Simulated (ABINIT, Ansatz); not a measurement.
# SnSe2 (P-3m1): from the cell to the phonon bands, part 2 of 4

Wanted: phonon bands, density of states and zone-centre response of SnSe2 (P-3m1).

ABINIT 10.8.3; DFT LDA, scalar-relativistic, plane waves, HGH norm-conserving pseudopotentials.

So far. Step 2 (Relaxing the cell and atoms): The volume changes by -0.6 % from the cell with which this run began. Step 5 (Zone-centre response): The acoustic modes at Γ come out as far as 2.9 cm⁻¹ from zero, where they should vanish, a small numerical error; the Born charges miss their sum rule by 0.078 e, too much: mesh or cutoff is short for the field response.

### Step 6. Modes with the sum rule

anaddb reads the merged derivatives and imposes the acoustic sum rule.

Contents of anaddb.abi:

```
ddb_filepath "gamma_DDB"
output_file "anaddb.abo"
outdata_prefix "anaddb"
asr 1
chneut 1
enunit 2
eivec 1
nph1l 1
qph1l 0.0 0.0 0.0 1.0
dieflag 1
```

Contents of mrgddb.in:

```
gamma_DDB
merged
2
dfpt_gammao_DS2_DDB
gso_DDB
```

Command:

```bash
> mrgddb < mrgddb.in > mrgddb.log
> OMP_NUM_THREADS=1 anaddb anaddb.abi > anaddb.log
```

anaddb.abo, the main output file:

```text
-outvars_anaddb: echo values of input variables ----------------------

 Flags :
     dieflag         1
 Miscellaneous information :
      enunit         2
       eivec         1
         asr         1
 Frequency information :
       nfreq         1
       frmin         0.00000000E+00
       frmax         1.00000000E+01
 First list of wavevector (reduced coord.) :
       nph1l         1
       qph1l
                     0.00000000E+00  0.00000000E+00  0.00000000E+00    1.000E+00

================================================================================

 read the DDB information and perform some checks

  ==== Info on the Cryst% object ====
 Real(R)+Recip(G) space primitive vectors, cartesian coordinates (Bohr,Bohr^-1):
 R(1)=  7.1083387  0.0000000  0.0000000  G(1)=  0.1406798  0.0812215  0.0000000
 R(2)= -3.5541693  6.1560019  0.0000000  G(2)=  0.0000000  0.1624431  0.0000000
 R(3)=  0.0000000  0.0000000 30.4245906  G(3)=  0.0000000  0.0000000  0.0328681
 Unit cell volume ucvol=  1.3313480E+03 bohr^3
 Angles (23,13,12)=  9.00000000E+01  9.00000000E+01  1.20000000E+02 degrees
 Time-reversal symmetry is present
 Reduced atomic positions [iatom, xred, symbol]:
    1)    0.0000000  0.0000000  0.5000000  Sn
    2)    0.3333333  0.6666667  0.5975722  Se
    3)    0.6666667  0.3333333  0.4024278  Se

 DDB file with 3 blocks has been read.

================================================================================

 Dielectric Tensor and Effective Charges

 anaddb : Zero the imaginary part of the Dynamical Matrix at Gamma,
   and impose the ASR on the effective charges

 The violation of the charge neutrality conditions
 by the effective charges is as follows :
    atom        electric field
 displacement     direction
       1               1       -0.077617        0.000000
       1               2        0.000000        0.000000
       1               3        0.000000        0.000000
       2               1        0.000000        0.000000
       2               2       -0.077617        0.000000
       2               3        0.000000        0.000000
       3               1        0.000000        0.000000
       3               2        0.000000        0.000000
       3               3        0.000370        0.000000

 Effective charge tensors after
 imposition of the charge neutrality (if requested by user),
 and eventual restriction to some part :
   atom    displacement
         1         1    4.875141E+00    0.000000E+00    0.000000E+00
         1         2   -2.289219E-16    4.875141E+00    0.000000E+00
         1         3    0.000000E+00    0.000000E+00    4.440424E-01
         2         1   -2.437570E+00    0.000000E+00    0.000000E+00
         2         2    1.144609E-16   -2.437570E+00    0.000000E+00
         2         3    0.000000E+00    0.000000E+00   -2.220212E-01
         3         1   -2.437570E+00    0.000000E+00    0.000000E+00
         3         2    1.144609E-16   -2.437570E+00    0.000000E+00
         3         3    0.000000E+00    0.000000E+00   -2.220212E-01
 Now, the imaginary part of the dynamical matrix is zeroed

================================================================================

 Treat the first list of vectors

  Phonon wavevector (reduced coordinates) :  0.00000  0.00000  0.00000
 Phonon energies in Hartree :
   0.000000E+00  0.000000E+00  0.000000E+00  5.018246E-04  5.018246E-04
   6.701070E-04  6.701070E-04  8.542094E-04  1.191919E-03
 Phonon energies in meV     :
-  0.000000E+00  0.000000E+00  0.000000E+00  1.365534E+01  1.365534E+01
-  1.823454E+01  1.823454E+01  2.324422E+01  3.243378E+01
 Phonon frequencies in cm-1    :
-  0.000000E+00  0.000000E+00  0.000000E+00  1.101378E+02  1.101378E+02
-  1.470715E+02  1.470715E+02  1.874773E+02  2.615960E+02
 Phonon frequencies in Thz     :
-  0.000000E+00  0.000000E+00  0.000000E+00  3.301847E+00  3.301847E+00
-  4.409093E+00  4.409093E+00  5.620428E+00  7.842452E+00
 Phonon energies in Kelvin  :
-  0.000000E+00  0.000000E+00  0.000000E+00  1.584637E+02  1.584637E+02
-  2.116031E+02  2.116031E+02  2.697380E+02  3.763783E+02

 Eigendisplacements
 (will be given, for each mode : in cartesian coordinates
   for each atom the real part of the displacement vector,
   then the imaginary part of the displacement vector - absolute values smaller than 1.0d-7 are set to zero)
  Mode number    1   Energy    0.000000E+00
 Attention : low frequency mode.
   (Could be unstable or acoustic mode)
-  1  0.00000000E+00  0.00000000E+00 -1.40821936E-03
-     0.00000000E+00  0.00000000E+00  0.00000000E+00
-  2  0.00000000E+00  0.00000000E+00 -1.40821936E-03
-     0.00000000E+00  0.00000000E+00  0.00000000E+00
-  3  0.00000000E+00  0.00000000E+00 -1.40821936E-03
-     0.00000000E+00  0.00000000E+00  0.00000000E+00
  Mode number    2   Energy    0.000000E+00
 Attention : low frequency mode.
   (Could be unstable or acoustic mode)
-  1  0.00000000E+00  1.40821962E-03  0.00000000E+00
-     0.00000000E+00  0.00000000E+00  0.00000000E+00
-  2  0.00000000E+00  1.40821917E-03  0.00000000E+00
-     0.00000000E+00  0.00000000E+00  0.00000000E+00
-  3  0.00000000E+00  1.40821917E-03  0.00000000E+00
-     0.00000000E+00  0.00000000E+00  0.00000000E+00
  Mode number    3   Energy    0.000000E+00
 Attention : low frequency mode.
   (Could be unstable or acoustic mode)
-  1  1.40821962E-03  0.00000000E+00  0.00000000E+00
-     0.00000000E+00  0.00000000E+00  0.00000000E+00
-  2  1.40821917E-03  0.00000000E+00  0.00000000E+00
-     0.00000000E+00  0.00000000E+00  0.00000000E+00
-  3  1.40821917E-03  0.00000000E+00  0.00000000E+00
-     0.00000000E+00  0.00000000E+00  0.00000000E+00
  Mode number    4   Energy    5.018246E-04
-  1  0.00000000E+00  0.00000000E+00  0.00000000E+00
-     0.00000000E+00  0.00000000E+00  0.00000000E+00
-  2  0.00000000E+00  1.86380890E-03  0.00000000E+00
-     0.00000000E+00  0.00000000E+00  0.00000000E+00
-  3  0.00000000E+00 -1.86380890E-03  0.00000000E+00
-     0.00000000E+00  0.00000000E+00  0.00000000E+00
  Mode number    5   Energy    5.018246E-04
-  1  0.00000000E+00  0.00000000E+00  0.00000000E+00
-     0.00000000E+00  0.00000000E+00  0.00000000E+00
-  2  1.86380890E-03  0.00000000E+00  0.00000000E+00
-     0.00000000E+00  0.00000000E+00  0.00000000E+00
-  3 -1.86380890E-03  0.00000000E+00  0.00000000E+00
-     0.00000000E+00  0.00000000E+00  0.00000000E+00
  Mode number    6   Energy    6.701070E-04
-  1  0.00000000E+00 -1.62422117E-03  0.00000000E+00
-     0.00000000E+00  0.00000000E+00  0.00000000E+00
-  2  0.00000000E+00  1.22094324E-03  0.00000000E+00
-     0.00000000E+00  0.00000000E+00  0.00000000E+00
-  3  0.00000000E+00  1.22094324E-03  0.00000000E+00
-     0.00000000E+00  0.00000000E+00  0.00000000E+00
  Mode number    7   Energy    6.701070E-04
-  1  1.62422117E-03  0.00000000E+00  0.00000000E+00
-     0.00000000E+00  0.00000000E+00  0.00000000E+00
-  2 -1.22094324E-03  0.00000000E+00  0.00000000E+00
-     0.00000000E+00  0.00000000E+00  0.00000000E+00
-  3 -1.22094324E-03  0.00000000E+00  0.00000000E+00
-     0.00000000E+00  0.00000000E+00  0.00000000E+00
  Mode number    8   Energy    8.542094E-04
;  1  0.00000000E+00  0.00000000E+00  0.00000000E+00
;     0.00000000E+00  0.00000000E+00  0.00000000E+00
;  2  0.00000000E+00  0.00000000E+00  1.86380890E-03
;     0.00000000E+00  0.00000000E+00  0.00000000E+00
;  3  0.00000000E+00  0.00000000E+00 -1.86380890E-03
;     0.00000000E+00  0.00000000E+00  0.00000000E+00
  Mode number    9   Energy    1.191919E-03
;  1  0.00000000E+00  0.00000000E+00  1.62422139E-03
;     0.00000000E+00  0.00000000E+00  0.00000000E+00
;  2  0.00000000E+00  0.00000000E+00 -1.22094302E-03
;     0.00000000E+00  0.00000000E+00  0.00000000E+00
;  3  0.00000000E+00  0.00000000E+00 -1.22094302E-03
;     0.00000000E+00  0.00000000E+00  0.00000000E+00

 Analysis of degeneracies and characters (maximum tolerance=1.00E-06 a.u.)
 For each vibration mode, or group of modes if degenerate,
 the characters are given for each symmetry operation (see the list in the log file).
 Symmetry characters of vibration mode #   1
       degenerate with vibration modes #   2 to    3
  3.0 -3.0  1.0 -1.0  0.0 -0.0  1.0 -1.0  0.0 -0.0  1.0 -1.0
 Symmetry characters of vibration mode #   4
        degenerate with vibration mode #   5
  2.0  2.0 -0.0 -0.0 -1.0 -1.0  0.0 -0.0 -1.0 -1.0  0.0  0.0
 Symmetry characters of vibration mode #   6
        degenerate with vibration mode #   7
  2.0 -2.0 -0.0  0.0 -1.0  1.0 -0.0  0.0 -1.0  1.0  0.0 -0.0
 Symmetry characters of vibration mode #   8
  1.0  1.0  1.0  1.0  1.0  1.0  1.0  1.0  1.0  1.0  1.0  1.0
 Symmetry characters of vibration mode #   9
  1.0 -1.0  1.0 -1.0  1.0 -1.0  1.0 -1.0  1.0 -1.0  1.0 -1.0

================================================================================

 Mode effective charges
 Mode number.    x            y            z            length
-     1          0.000000    -0.000000     0.000000     0.000000
-     2          0.000000     0.000001     0.000000     0.000001
-     3          0.000001    -0.000000    -0.000000     0.000001
-     4          0.000000     0.000000    -0.000000     0.000000
-     5          0.000000     0.000000     0.000000     0.000000
-     6          0.000001    -5.851210     0.000000     5.851210
-     7          5.851210     0.000001     0.000000     5.851210
;     8         -0.000000     0.000000    -0.000000     0.000000
;     9          0.000000    -0.000000     0.532946     0.532946

 Oscillator strengths (in a.u. ; 1 a.u.=253.2638413 m3/s2). Set to zero if abs()<tol14.
 Mode number.       xx          yy          zz          xy          xz          yz          trace
-   1     Real    0.0000E+00  0.0000E+00  0.0000E+00  0.0000E+00  0.0000E+00  0.0000E+00  0.0000E+00
-         Imag    0.0000E+00  0.0000E+00  0.0000E+00  0.0000E+00  0.0000E+00  0.0000E+00
-   2     Real    0.0000E+00  0.0000E+00  0.0000E+00  0.0000E+00  0.0000E+00  0.0000E+00  0.0000E+00
-         Imag    0.0000E+00  0.0000E+00  0.0000E+00  0.0000E+00  0.0000E+00  0.0000E+00
-   3     Real    0.0000E+00  0.0000E+00  0.0000E+00  0.0000E+00  0.0000E+00  0.0000E+00  0.0000E+00
-         Imag    0.0000E+00  0.0000E+00  0.0000E+00  0.0000E+00  0.0000E+00  0.0000E+00
-   4     Real    0.0000E+00  0.0000E+00  0.0000E+00  0.0000E+00  0.0000E+00  0.0000E+00  0.0000E+00
-         Imag    0.0000E+00  0.0000E+00  0.0000E+00  0.0000E+00  0.0000E+00  0.0000E+00
-   5     Real    0.0000E+00  0.0000E+00  0.0000E+00  0.0000E+00  0.0000E+00  0.0000E+00  0.0000E+00
-         Imag    0.0000E+00  0.0000E+00  0.0000E+00  0.0000E+00  0.0000E+00  0.0000E+00
-   6     Real    0.0000E+00  1.9239E-04  0.0000E+00 -4.6673E-11  0.0000E+00  0.0000E+00  1.9239E-04
-         Imag    0.0000E+00  0.0000E+00  0.0000E+00  0.0000E+00  0.0000E+00  0.0000E+00
-   7     Real    1.9239E-04  0.0000E+00  0.0000E+00  4.6673E-11  0.0000E+00  0.0000E+00  1.9239E-04
-         Imag    0.0000E+00  0.0000E+00  0.0000E+00  0.0000E+00  0.0000E+00  0.0000E+00
;   8     Real    0.0000E+00  0.0000E+00  0.0000E+00  0.0000E+00  0.0000E+00  0.0000E+00  0.0000E+00
;         Imag    0.0000E+00  0.0000E+00  0.0000E+00  0.0000E+00  0.0000E+00  0.0000E+00
;   9     Real    0.0000E+00  0.0000E+00  1.5961E-06  0.0000E+00  0.0000E+00  0.0000E+00  1.5961E-06
;         Imag    0.0000E+00  0.0000E+00  0.0000E+00  0.0000E+00  0.0000E+00  0.0000E+00

 Electronic dielectric tensor
      4.99049475     -0.00000000     -0.00000000
     -0.00000000      4.99049475     -0.00000000
     -0.00000000     -0.00000000      1.48719621

 Relaxed ion dielectric tensor
      9.03456732      0.00000000      0.00000000
      0.00000000      9.03456732      0.00000000
      0.00000000      0.00000000      1.49780066

 Frequency dependent dielectric constant:

 Full dielectric tensor at frequency  0.0000E+00 Hartree
      9.03456732      0.00000000      0.00000000
      0.00000000      9.03456732      0.00000000
      0.00000000      0.00000000      1.49780066

-
```

Run time: 0.5 s. Hardware: 1 thread of Arm Neoverse V1, shared host.

This step gave:

| Property | Result |
| --- | --- |
| lowest optical zone-centre mode | 110.1 cm⁻¹ |

No LO-TO term; unit eigenvectors of the mass-weighted matrix, from anaddb's displacements. Modes at Γ, with each element's share of the kinetic energy:

```
mode  frequency (cm⁻¹)  Sn %  Se %
   1               0.0    43    57
   2               0.0    43    57
   3               0.0    43    57
   4             110.1     0   100
   5             110.1     0   100
   6             147.1    57    43
   7             147.1    57    43
   8             187.5     0   100
   9             261.6    57    43
```

Displacements in mode 4 (110.1 cm⁻¹), the largest set to 1:
```
Sn1  0.00  0.00  0.00
Se2  0.00  1.00  0.00
Se3  0.00 -1.00  0.00
```

Displacements in mode 6 (147.1 cm⁻¹), the largest set to 1:
```
Sn1  0.00 -1.00  0.00
Se2  0.00  0.75  0.00
Se3  0.00  0.75  0.00
```

The cell holds one sheet and vacuum: ε∞ is an average over the 16.1 Å of the cell, and it and the Born charges along c change with that height.

The rule moves no optical mode by more than 0.1 cm⁻¹.

(Continued in part 3 of 4.)

[Host names and launcher messages were left out of these logs when they were recorded.]

[Logs are printed without paths, hosts, clocks, repeated set-up lines and the standing remarks that a program may print on its own settings, such as how far it seeks lower states.]

[Hosts, paths, dates, database ids (printed as entryN), source tags and the programs' standing remarks are cut or masked in the printed files.]
